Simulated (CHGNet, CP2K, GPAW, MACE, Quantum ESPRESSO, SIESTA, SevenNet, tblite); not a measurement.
# SIESTA runs on Σ7 (111) twist boundary in a MgS-YS solid solution (84 atoms)

How do the settings of SIESTA change the result for Σ7 (111) twist boundary in a MgS-YS solid solution (84 atoms)? A plane-wave run serves as the yardstick.

Program: SIESTA 5.4.2. Level of theory: the method is named at each step. Results are calculated unless marked as measured.

## Step 1: The starting structure

The cell holds 84 atoms: 38 Mg, 42 S and 4 Y. Its edges and angles: a = 9.782 Å, b = 9.782 Å, c = 19.373 Å, α = 90.0°, β = 90.0°, γ = 120.0°. Rock-salt MgS lattice (a = 5.2289 Å, the value set for the mixture); two grains turned against each other by 38.21 deg about [111]; 1 x 1 coincidence cells, 1 lattice periods a grain, two boundaries a cell, upper grain shifted by [0, 0] of the boundary cell and opened by 0.63 Å, no atom removed; 4 of 42 Mg sites given to Y at random (lattice constant by Vegard's rule between MgS and YS); not relaxed, displaced by a Gaussian of 0.02 Å. Then every atom was moved at random, 0.05 Å r.m.s. a Cartesian component. Regions: lower grain, 42 atoms (20 Mg, 21 S and 1 Y); upper grain, 42 atoms (18 Mg, 21 S and 3 Y). The structure's axis is c.

The yardstick, on the same geometry:

* method: Kohn-Sham DFT, PBE, SSSP efficiency 1.3.0 pseudopotentials, plane waves (Quantum ESPRESSO 7.5); sssp-pbe-1.3.0-efficiency, cutoffs 45/360 Ry, Γ point
* r.m.s. force component: 0.7976 eV/Å
* longest force: 6.324 eV/Å
* pressure: 2.814 GPa
* time: 6.8 min on 4 MPI ranks of AMD EPYC 7571, shared host
* CPU time: 27 min

## Step 2: PBE, DZP, shift 0.01 Ry, mesh 500 Ry

Method: Kohn-Sham DFT, PBE, PseudoDojo 0.4.1 norm-conserving pseudopotentials (converted to PSML), numerical atomic orbitals (DZP), diagonalisation.

The .psml files are PseudoDojo norm-conserving potentials that we converted to this format, checked against plane waves on the same files for H, C, O, Si, Ge and Ca alone.

input.fdf reads:

```
SystemLabel cell
NumberOfAtoms 84
NumberOfSpecies 3
%block ChemicalSpeciesLabel
  1 12 Mg
  2 16 S
  3 39 Y
%endblock ChemicalSpeciesLabel
LatticeConstant 1.0 Ang
%block LatticeVectors
  9.78238 0.00000 0.00000
  -4.89119 8.47179 0.00000
  0.00000 0.00000 19.37344
%endblock LatticeVectors
PAO.BasisSize DZP
PAO.EnergyShift 0.01 Ry
XC.Functional GGA
XC.Authors PBE
MeshCutoff 500 Ry
%block kgrid_Monkhorst_Pack
  1 0 0 0.0
  0 1 0 0.0
  0 0 1 0.0
%endblock kgrid_Monkhorst_Pack
SolutionMethod diagon
OccupationFunction FD
ElectronicTemperature 580 K
SCF.Mixer.Method Pulay
SCF.Mixer.Weight 0.05
SCF.Mixer.History 8
SCF.Mix Hamiltonian
MaxSCFIterations 300
SCF.DM.Tolerance 1e-04
SCF.H.Tolerance 1.0e-3 eV
WriteForces T
Write.HirshfeldPop T
Write.VoronoiPop T
Write.DM F
Write.H F
XML.Write F
AtomicCoordinatesFormat Fractional
%block AtomicCoordinatesAndAtomicSpecies
  0.86032 0.56704 0.00142 1
  0.09355 0.61765 0.08324 2
  0.71029 0.13320 0.00136 1
  0.95521 0.19767 0.07908 2
  0.91015 0.37802 0.16022 1
  0.13000 0.42232 0.23020 2
  0.96172 0.18732 0.31446 1
  0.19225 0.23527 0.39019 2
  0.57595 0.71569 0.99879 1
  0.81071 0.75726 0.08045 2
  0.76009 0.95588 0.15395 1
  0.00070 0.99762 0.23620 2
  0.42806 0.29407 0.00082 1
  0.65211 0.33422 0.07754 2
  0.61105 0.52393 0.15720 1
  0.86844 0.57963 0.23827 2
  0.80245 0.75967 0.31083 1
  0.04674 0.80861 0.38617 2
  0.47522 0.08976 0.16249 3
  0.71069 0.13049 0.23110 2
  0.67026 0.33786 0.30936 1
  0.89715 0.38024 0.38989 2
  0.29117 0.86271 0.00132 1
  0.51525 0.89930 0.07946 2
  0.14988 0.42884 0.99664 1
  0.37401 0.47270 0.07556 2
  0.33950 0.67146 0.15052 1
  0.58238 0.72759 0.23132 2
  0.52171 0.90444 0.31652 1
  0.75270 0.94980 0.38606 2
  0.99909 0.00148 0.99886 1
  0.23732 0.04657 0.07596 2
  0.19427 0.24025 0.15361 1
  0.43640 0.29439 0.23228 2
  0.39601 0.48345 0.31793 1
  0.60190 0.51622 0.38781 2
  0.24464 0.05326 0.31799 1
  0.46654 0.09186 0.39378 2
  0.06020 0.81486 0.15259 1
  0.28119 0.85389 0.23238 2
  0.08945 0.62685 0.31040 1
  0.33214 0.65607 0.38773 2
  0.57001 0.86837 0.49643 1
  0.80290 0.04869 0.58547 2
  0.71518 0.57277 0.49735 1
  0.93998 0.75115 0.57635 2
  0.76053 0.81055 0.66117 1
  0.99793 0.00365 0.73305 2
  0.86561 0.28551 0.49886 1
  0.09673 0.47729 0.57740 2
  0.90440 0.52148 0.65761 1
  0.15151 0.71542 0.72936 2
  0.95606 0.76293 0.81310 1
  0.18249 0.94908 0.88493 2
  0.13704 0.70990 0.49968 1
  0.38696 0.88961 0.57983 2
[... 24 atom lines left out ...]
  0.10763 0.48054 0.81133 1
  0.32722 0.66278 0.89039 2
  0.23475 0.18084 0.81300 1
  0.48926 0.38218 0.89207 2
%endblock AtomicCoordinatesAndAtomicSpecies
```

Command:

```
$ OMP_NUM_THREADS=1 mpirun -np 2 siesta < input.fdf > output.txt
```

What it wrote:

```text
Version         : 5.4.2
reinit: System Name:
reinit: System Label: cell
initatom: Reading input for the pseudopotentials and atomic orbitals ----------
Species number:   1 Atomic number:   12 Label: Mg
Species number:   2 Atomic number:   16 Label: S
Species number:   3 Atomic number:   39 Label: Y
Ground state valence configuration (from tables):   3s02  3p00  3d00  4f00
Ground state valence configuration (from tables):   3s02  3p04  3d00  4f00
Ground state valence configuration (from tables):   5s02  5p00  4d01  4f00
---- Processing specs for species: Mg
GGA--PBE XC_GGA_X_PBE--XC_GGA_C_PBE pb
Semicore shell(s) with  8 electrons included in the valence for Mg
---- Processing specs for species: S
GGA--PBE XC_GGA_X_PBE--XC_GGA_C_PBE pb
---- Processing specs for species: Y
GGA--PBE XC_GGA_X_PBE--XC_GGA_C_PBE pb
Semicore shell(s) with  8 electrons included in the valence for Y
Semicore shell(s): 2s 2p
Fallback to non-perturbative polarization scheme for Mg
Please see the manual if this is not desired in principle
Semicore shell(s): 4s 4p
Fallback to non-perturbative polarization scheme for Y
Please see the manual if this is not desired in principle
Mg pseudopotential only contains V_ls up to l=1 -- lmxkb reset.
S pseudopotential only contains V_ls up to l=2 -- lmxkb reset.
Y pseudopotential only contains V_ls up to l=2 -- lmxkb reset.
Using PAO.SplitTailNorm
%block ChemicalSpeciesLabel
    1   12 Mg                      # Species index, atomic number, species label
    2   16 S                       # Species index, atomic number, species label
    3   39 Y                       # Species index, atomic number, species label
%endblock ChemicalSpeciesLabel
%block PAO.Basis                 # Define Basis set
Mg                    4                    # Species label, number of l-shells
 n=2   0   1                         # n, l, Nzeta
   2.332
   1.000
 n=3   0   2                         # n, l, Nzeta
   7.124      5.248
   1.000      1.000
 n=2   1   1                         # n, l, Nzeta
   2.593
[...]
S                     2                    # Species label, number of l-shells
[...]
4.449      3.085
[...]
n=3   1   2 P   1                   # n, l, Nzeta, Polarization, NzetaPol
[...]
Y                     5                    # Species label, number of l-shells
[...]
n=5   1   1                         # n, l, Nzeta
   8.245
   1.000
 n=4   2   2                         # n, l, Nzeta
   6.982      4.972
   1.000      1.000
%endblock PAO.Basis
coor:   Atomic-coordinates input format  =     Fractional
siesta: System type = bulk
initatomlists: Number of atoms, orbitals, and projectors:     84   964  1132
siesta: ******************** Simulation parameters ****************************
Total number of electrons:   676.000000
Total ionic charge:   676.000000
 Kpoints in:            1 . Kpoints trimmed:            1
siesta: k-grid: Number of k-points = 1
siesta: k-points from Monkhorst-Pack grid
siesta: k-cutoff (effective) =     4.891 Ang
siesta: k-point supercell and displacements
siesta: k-grid:     1     0     0      0.000
siesta: k-grid:     0     1     0      0.000
siesta: k-grid:     0     0     1      0.000
                     ====================================
                        Single-point calculation
                     ====================================
outcell: Unit cell vectors (Ang):
        9.782380    0.000000    0.000000
       -4.891190    8.471790    0.000000
        0.000000    0.000000   19.373440
outcell: Cell vector modules (Ang)   :    9.782380    9.782380   19.373440
outcell: Cell angles (23,13,12) (deg):     90.0000     90.0000    120.0000
outcell: Cell volume (Ang**3)        :   1605.5597
Gamma-point calculation with multiply-connected orbital pairs
Folding of H and S implicitly performed
Gamma-point calculation with multiply-connected orbital pairs
Folding of H and S implicitly performed
new_DM -- step:     1
Initializing Density Matrix...
Attempting to read DM from file... Failed...
DM filled with atomic data:
InitMesh: MESH = 120 x 120 x 270 = 3888000
InitMesh: Mesh cutoff (required, used) =   500.000   536.804 Ry
stepf: Fermi-Dirac step function
        iscf     Eharris(eV)        E_KS(eV)     FreeEng(eV)     dDmax    Ef(eV) dHmax(eV)
   scf:    1   -78417.660793   -78501.674857   -78501.787823  1.710135 -2.298778 11.317443
   scf:    2   -78514.458046   -78510.214096   -78510.385248  0.235687 -2.194246  7.177599
   scf:    3   -78517.170443   -78513.801373   -78513.979290  0.041659 -2.185928  6.477001
[...]
scf:   22   -78525.651625   -78525.651628   -78525.842386  0.000053 -2.262005  0.001444
   scf:   23   -78525.651625   -78525.651627   -78525.842387  0.000057 -2.262008  0.000847
SCF Convergence by DM+H criterion
max |DM_out - DM_in|         :     0.0000571874
max |H_out - H_in|      (eV) :     0.0008474086
SCF cycle converged after 23 iterations
Using DM_out to compute the final energy and forces
siesta: E_KS(eV) =           -78525.6516
siesta: E_KS - E_eggbox =    -78525.6516
siesta: Atomic forces (eV/Ang):
     1   -0.325079    0.152490    0.231471
     2    0.137245    0.001556   -1.293149
     3    0.401670    0.522635    0.228540
[...]
83    0.558719    0.377558    0.948396
    84   -0.634363    0.656323   -1.391572
----------------------------------------
   Tot   -0.145302   -0.095371   -0.020569
----------------------------------------
   Max    5.802541
   Res    0.853361    sqrt( Sum f_i^2 / 3N )
----------------------------------------
   Max    5.802541    constrained
Stress tensor Voigt[x,y,z,yz,xz,xy] (kbar):      -44.22      -35.65      -18.94       -5.51       -1.99       -2.86
(Free)E + p*V (eV/cell)   -78492.8366
Target enthalpy (eV/cell)   -78525.8424
siesta: Program's energy decomposition (eV):
siesta: Ebs     =    -21222.611423
siesta: Eions   =    104544.494104
siesta: Ena     =     13898.709870
siesta: Ekin    =     40649.830860
siesta: Enl     =    -16290.218884
siesta: DEna    =       476.271711
siesta: DUscf   =        26.256000
siesta: Ex      =    -11893.530224
siesta: Ec      =      -848.476856
siesta: Exc     =    -12742.007080
siesta: Eharris =    -78525.651625
siesta: Etot    =    -78525.651627
siesta: FreeEng =    -78525.842387
siesta: Final energy (eV):
siesta:  Band Struct. =  -21222.611423
siesta:       Kinetic =   40649.830860
siesta:       Hartree =   24771.497375
siesta:         Exch. =  -11893.530224
siesta:         Corr. =    -848.476856
siesta:   Exch.-corr. =  -12742.007080
siesta:  Ion-electron =  -96468.818555
siesta:       Ion-ion =  -34736.154227
siesta:         Total =  -78525.651627
siesta:         Fermi =      -2.262008
siesta: Stress tensor (static) (eV/Ang**3):
siesta:    -0.027598   -0.001783   -0.001244
siesta:    -0.001783   -0.022250   -0.003436
siesta:    -0.001244   -0.003436   -0.011823
siesta: Cell volume =       1605.559679 Ang**3
siesta: Pressure (static):
siesta:                Solid            Molecule  Units
siesta:           0.00022390          0.00009333  Ry/Bohr**3
siesta:           0.02055719          0.00856880  eV/Ang**3
siesta:          32.93625363         13.72872938  kBar
    Orbital volume contribution        =          48.911144 eV
    (Free)E + p_basis*V_orbitals       =      -78476.931243 eV
    (Free)Eharris+ p_basis*V_orbitals  =      -78476.931240 eV
Hirshfeld Atomic Populations:
Atom #   charge [q] valence [e]  Species
     1     0.321284    9.678716  Mg
     2    -0.255394    6.255394  S
     3     0.305706    9.694294  Mg
     4    -0.253527    6.253527  S
     5     0.255698    9.744302  Mg
     6    -0.280463    6.280463  S
[...]
19     0.127071   10.872929  Y
[...]
61     0.070436   10.929564  Y
[...]
65     0.093690   10.906310  Y
[...]
--------------------
 Total     0.000001
Voronoi Atomic Populations:
Atom #   charge [q] valence [e]  Species
[...]
65     0.176970   10.823030  Y
[...]
75     0.218075   10.781925  Y
[...]
81     0.388685    9.611315  Mg
    82    -0.438966    6.438966  S
    83     0.372772    9.627228  Mg
    84    -0.446439    6.446439  S
--------------------
 Total    -0.000000
```

Wall time 8.6 min (2 MPI ranks of AMD EPYC 7571, shared host); peak memory 2.1 GiB; 17 min of CPU time.

Banners, paths, timers and routine set-up lines are dropped from the logs unmarked, and long logs keep their key lines alone; longer cuts are marked.

Numbers from this run, and their distance from the reference:

```yaml
r_m_s_force_component: 0.8534 eV/Å
r_m_s_difference_of_force_components: 104.4 meV/Å
longest_difference_of_force_vectors: 400.7 meV/Å
force_difference_over_r_m_s_force: 13.09 %
slope_of_forces_against_the_reference_s: 1.064
correlation_of_force_components: 0.9943
pressure: 3.294 GPa
pressure_difference: 0.4793 GPa
```

Length of the force difference by element (eV/Å):

```csv
element,atoms,mean,most
Mg,38,0.19,0.40
S,42,0.13,0.34
Y,4,0.17,0.31
```

A closer look about Y19, one of the 4 Y atoms: 9 atoms, nearest first, numbered in the order of the input, with positions taken from that point.

```csv
atom,x,y,z,distance (Å),bonds,Hirshfeld charge (e),Fx,Fy,Fz (eV/Å)
Y19,0.00,0.00,0.00,0.00,6,0.13,-0.49,0.68,-0.65
S20,2.10,0.35,1.33,2.51,6,-0.21,0.59,0.72,0.75
S40,-0.74,-2.00,1.35,2.53,6,-0.21,0.13,-0.41,0.46
S34,-1.38,1.73,1.35,2.60,6,-0.21,-0.67,0.06,0.42
S24,1.32,-1.61,-1.61,2.63,6,-0.20,0.71,-0.05,-1.22
S14,0.53,2.07,-1.65,2.70,6,-0.23,0.90,0.22,-0.69
S32,-2.12,-0.37,-1.68,2.72,6,-0.22,-0.23,0.24,-0.65
Mg39,-2.72,-2.33,-0.19,3.58,6,0.26,-1.01,-0.25,0.79
Mg21,0.69,2.10,2.85,3.61,6,0.28,0.25,0.23,1.35
```

Forces lie 13 % from the reference's, at 0.63 times its CPU time (on 2 against 4 cores).

## Step 3: PBEsol, DZP, shift 0.01 Ry, mesh 500 Ry

Method: Kohn-Sham DFT, PBEsol, PseudoDojo 0.4.1 norm-conserving pseudopotentials (converted to PSML), numerical atomic orbitals (DZP), diagonalisation.

The pseudopotential files are exchanged too: the .psml files are now those for PBEsol.

input.fdf, as its differences from that of step 2:

```diff
@@ -17,3 +17,3 @@
 XC.Functional GGA
-XC.Authors PBE
+XC.Authors PBEsol
 MeshCutoff 500 Ry
```

What it wrote:

```text
Version         : 5.4.2
reinit: System Name:
reinit: System Label: cell
initatom: Reading input for the pseudopotentials and atomic orbitals ----------
Species number:   1 Atomic number:   12 Label: Mg
Species number:   2 Atomic number:   16 Label: S
Species number:   3 Atomic number:   39 Label: Y
Ground state valence configuration (from tables):   3s02  3p00  3d00  4f00
Ground state valence configuration (from tables):   3s02  3p04  3d00  4f00
Ground state valence configuration (from tables):   5s02  5p00  4d01  4f00
---- Processing specs for species: Mg
GGA--PBEsol XC_GGA_X_PBE_SOL--XC_GGA_C_PBE_SOL ps
Semicore shell(s) with  8 electrons included in the valence for Mg
---- Processing specs for species: S
GGA--PBEsol XC_GGA_X_PBE_SOL--XC_GGA_C_PBE_SOL ps
[... lines left out ...]
Total number of electrons:   676.000000
[... lines left out ...]
stepf: Fermi-Dirac step function
        iscf     Eharris(eV)        E_KS(eV)     FreeEng(eV)     dDmax    Ef(eV) dHmax(eV)
[... lines left out ...]
SCF Convergence by DM+H criterion
[... lines left out ...]
SCF cycle converged after 22 iterations
[... lines left out ...]
   Max    5.636602
[... lines left out ...]
   Max    5.636602    constrained
Stress tensor Voigt[x,y,z,yz,xz,xy] (kbar):      -22.13      -13.76        2.09       -5.38       -1.96       -2.76
[... lines left out ...]
siesta: FreeEng =    -78411.465680
siesta: Final energy (eV):
siesta:  Band Struct. =  -21209.423543
siesta:       Kinetic =   40568.989150
siesta:       Hartree =   24722.947335
siesta:         Exch. =  -11633.402861
siesta:         Corr. =    -925.802292
siesta:   Exch.-corr. =  -12559.205153
siesta:  Ion-electron =  -96419.481013
siesta:       Ion-ion =  -34724.524549
siesta:         Total =  -78411.274229
siesta:         Fermi =      -2.405066
siesta: Stress tensor (static) (eV/Ang**3):
siesta:    -0.013811   -0.001723   -0.001222
siesta:    -0.001723   -0.008586   -0.003359
siesta:    -0.001222   -0.003359    0.001301
siesta: Cell volume =       1605.559679 Ang**3
siesta: Pressure (static):
siesta:                Solid            Molecule  Units
siesta:           0.00007659         -0.00003938  Ry/Bohr**3
siesta:           0.00703178         -0.00361576  eV/Ang**3
siesta:          11.26615704         -5.79308829  kBar
    Orbital volume contribution        =          48.777417 eV
    (Free)E + p_basis*V_orbitals       =      -78362.688263 eV
    (Free)Eharris+ p_basis*V_orbitals  =      -78362.688260 eV
Hirshfeld Atomic Populations:
Atom #   charge [q] valence [e]  Species
     1     0.307628    9.692372  Mg
     2    -0.241945    6.241945  S
     3     0.294602    9.705398  Mg
     4    -0.239826    6.239826  S
     5     0.241517    9.758483  Mg
     6    -0.265809    6.265809  S
[...]
19     0.112446   10.887554  Y
[...]
61     0.056942   10.943058  Y
[...]
65     0.081719   10.918281  Y
[...]
--------------------
 Total    -0.000018
Voronoi Atomic Populations:
Atom #   charge [q] valence [e]  Species
[...]
65     0.167262   10.832738  Y
[...]
75     0.203543   10.796457  Y
[...]
81     0.370474    9.629526  Mg
    82    -0.422038    6.422038  S
    83     0.354675    9.645325  Mg
    84    -0.429992    6.429992  S
--------------------
 Total    -0.000019
```

The job ended after 8.6 min (2 MPI ranks; peak memory 2.1 GiB).

Compared with the plane-wave run:

```
r.m.s. force component                  : 0.8262 eV/Å
r.m.s. difference of force components   : 104.2 meV/Å
longest difference of force vectors     : 390 meV/Å
force difference over r.m.s. force      : 13.06 %
slope of forces against the reference's : 1.028
correlation of force components         : 0.9924
pressure                                : 1.127 GPa
pressure difference                     : -1.688 GPa
```

Against the first run (13 %), the force difference from the reference is 13 %, at 1.0 times the CPU time; the model has changed, so this is no error of the program alone.

## Step 4: PBE, TZP, shift 0.01 Ry, mesh 500 Ry

Method: Kohn-Sham DFT, PBE, PseudoDojo 0.4.1 norm-conserving pseudopotentials (converted to PSML), numerical atomic orbitals (TZP), diagonalisation.

The pseudopotential files are exchanged too: the .psml files are now those for PBE.

input.fdf, as its differences from that of step 3:

```diff
@@ -14,6 +14,6 @@
 %endblock LatticeVectors
-PAO.BasisSize DZP
+PAO.BasisSize TZP
 PAO.EnergyShift 0.01 Ry
 XC.Functional GGA
-XC.Authors PBEsol
+XC.Authors PBE
 MeshCutoff 500 Ry
```

Command:

```
$ OMP_NUM_THREADS=1 mpirun -np 4 siesta < input.fdf > output.txt
```

What it wrote:

```text
Version         : 5.4.2
reinit: System Name:
reinit: System Label: cell
initatom: Reading input for the pseudopotentials and atomic orbitals ----------
Species number:   1 Atomic number:   12 Label: Mg
Species number:   2 Atomic number:   16 Label: S
Species number:   3 Atomic number:   39 Label: Y
Ground state valence configuration (from tables):   3s02  3p00  3d00  4f00
[... lines left out ...]
SCF Convergence by DM+H criterion
[... lines left out ...]
SCF cycle converged after 21 iterations
[... lines left out ...]
   Max    5.795537
[... lines left out ...]
   Max    5.795537    constrained
Stress tensor Voigt[x,y,z,yz,xz,xy] (kbar):      -43.82      -35.58      -16.91       -5.43       -1.77       -2.80
[... lines left out ...]
siesta: FreeEng =    -78527.927063
[... lines left out ...]
siesta:         Fermi =      -2.279468
[... lines left out ...]
siesta:          32.10351472         12.09120120  kBar
[... lines left out ...]
    (Free)Eharris+ p_basis*V_orbitals  =      -78467.495262 eV
Hirshfeld Atomic Populations:
Atom #   charge [q] valence [e]  Species
     1     0.326938    9.673062  Mg
     2    -0.259719    6.259719  S
     3     0.312136    9.687864  Mg
     4    -0.257926    6.257926  S
     5     0.259011    9.740989  Mg
     6    -0.283862    6.283862  S
[...]
19     0.137465   10.862535  Y
[...]
61     0.083314   10.916686  Y
[...]
65     0.107251   10.892749  Y
[...]
--------------------
 Total     0.000005
Voronoi Atomic Populations:
Atom #   charge [q] valence [e]  Species
[...]
65     0.191784   10.808216  Y
[...]
75     0.228043   10.771957  Y
[...]
81     0.392821    9.607179  Mg
    82    -0.442228    6.442228  S
    83     0.377779    9.622221  Mg
    84    -0.451446    6.451446  S
--------------------
 Total     0.000003
```

It took 5.2 min on 4 MPI ranks; peak memory 2.7 GiB; 21 min of CPU time.

Compared with the plane-wave run:

```yaml
r_m_s_force_component: 0.8395 eV/Å
r_m_s_difference_of_force_components: 84.73 meV/Å
longest_difference_of_force_vectors: 294.2 meV/Å
force_difference_over_r_m_s_force: 10.62 %
slope_of_forces_against_the_reference_s: 1.048
correlation_of_force_components: 0.996
pressure: 3.21 GPa
pressure_difference: 0.396 GPa
```

Against the first run (13 %), the force difference from the reference is 11 %, at 1.2 times the CPU time (on 4 against 2 cores), with 1194 basis functions against 964: the larger basis brings the forces nearer.

The run ends at a pressure of 3.21 GPa, with forces up to 6.4 eV/Å.

(Part 1 of 2 ends here.)

[Also dropped from logs without a mark: logging warnings of Python, and SIESTA's first energy breakdown and zero terms.]

[Logs are printed without paths, hosts, clocks, repeated set-up lines and the standing remarks that a program may print on its own settings, such as how far it seeks lower states.]

[Hosts, paths, dates, database ids (printed as entryN), source tags and the programs' standing remarks are cut or masked in the printed files.]
